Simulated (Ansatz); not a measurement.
# Settings and their price: liquid Al2O3 at 2363 K (110 atoms)

Density of this cell: 2.93 g/cm³. The cell holds 110 atoms: 44 Al and 66 O. Its edges and angles: a = 10.829 Å, b = 10.829 Å, c = 10.829 Å, α = 90.0°, β = 90.0°, γ = 90.0°. 110 atoms (44 Al, 66 O) placed at random at 2.93 g/cm³, melted at 4500 K for 20 ps at fixed volume with the Morse and Coulomb pair potential with partial charges (Pedone, Malavasi, Menziani, Cormack and Segre, J. Phys. Chem. B 110, 11780 (2006)). Snapshot at the end of a hold of 20 ps at 2363 K and fixed volume.

Geometry: as built.

Reference run: Kohn-Sham DFT, PBEsol, PAW (set soft_1), plane waves (Ansatz 0.2.0), cutoff 420 eV, k-mesh 2×2×2, fermi-dirac smearing of 0.025 eV.

```
r.m.s. force component                           : 2.052 eV/Å
pressure                                         : -1.679 GPa
gap (highest filled to lowest empty level) : 0.9967 eV
SCF cycles                                       : 10
time                                             : 3.4 s on 1 × NVIDIA GB200 with 32 threads of Arm Neoverse V2, shared host
```

**Question.** The cell is repeated and solved at Γ. How do error, time and memory go?
- plane waves, 110 atoms (1×1×1)
- support functions, 110 atoms (1×1×1)
- plane waves, 880 atoms (2×2×2)
- support functions, 880 atoms (2×2×2)
- support functions, 2970 atoms (3×3×3)
- truncated density matrix, 2970 atoms (3×3×3)
- support functions, 7040 atoms (4×4×4)
- truncated density matrix, 7040 atoms (4×4×4)

Differences are against the typed cell on a 2×2×2 mesh, which samples like Γ on 880 atoms (r.m.s. force component 2.05 eV/Å, gap 0.997 eV). Every repeated cell is solved at Γ, and forces are averaged over the copies of each atom. Hardware: 1 × NVIDIA GB200 with 32 threads of Arm Neoverse V2, shared host.

```csv
atoms,repeats,basis,"Δ force, r.m.s. (meV/Å)",Δ energy (meV/atom),less plane waves of the same size (meV/atom),gap (eV),spread among copies (meV/Å),SCF cycles,time,host memory (GiB),planned on the GPU (GiB)
110,1×1×1,plane waves,7.67,2.23,-,0.979,-,10,1.9 s,1.0,4.2
110,1×1×1,support functions,7.82,-0.670,-2.9,0.979,-,15,4.4 s,1.0,3.3
880,2×2×2,plane waves,0.012,0,-,0.997,0,11,13 s,2.2,62
880,2×2×2,support functions,0.723,-2.92,-2.9,0.997,0.024,19,15 s,2.4,17
2970,3×3×3,support functions,0.712,-2.94,-,0.998,0.014,20,77 s,7.6,61
2970,3×3×3,truncated density matrix,0.69,-2.94,-,-,0.011,24,53 s,7.5,66
7040,4×4×4,support functions,0.716,-2.94,-,0.998,0.009,20,7 min,51,76
7040,4×4×4,truncated density matrix,0.694,-2.94,-,-,0.016,23,3.3 min,40,78
```

Repeating the cell at Γ samples more k-points: in plane waves the energy difference from the dense mesh goes from 2.23 meV/atom at 110 atoms to 0 at 880, and the force difference from 7.7 to 0.012 meV/Å; the gap goes from 0.979 to 0.997 eV. With plane waves, the time grows as the 0.9 power of the atom count between the two largest sizes, 110 and 880 atoms. The smaller run is short enough for fixed overheads to flatten this slope. With support functions, the time grows as the 2.0 power of the atom count between the two largest sizes, 2970 and 7040 atoms. With the truncated density matrix, the time grows as the 1.5 power of the atom count between the two largest sizes, 2970 and 7040 atoms. At 7040 atoms truncation (run in mixed precision) changes the energy by +0.0025 meV/atom and takes 0.46 times the time of the full density matrix. At equal size the support functions lie 2.9 meV/atom below plane waves, likely because their grid holds more waves than 420 eV; no run tests this. Support functions take 2.4 times the time of plane waves at 110 atoms and 1.1 times at 880, so no crossover is reached among the sizes that both ran. Each time is a single run, so ratios and crossover are rough. At the largest size the support functions' forces differ from the reference by 0.035 % of the r.m.s. force, which holds the difference of sampling between the two as well as that of the basis. In some support-function runs the search for missed states was left out or partial.

[Logs are printed without paths, hosts, clocks, repeated set-up lines and the standing remarks that a program may print on its own settings, such as how far it seeks lower states.]

[Hosts, paths, dates, database ids (printed as entryN), source tags and the programs' standing remarks are cut or masked in the printed files.]
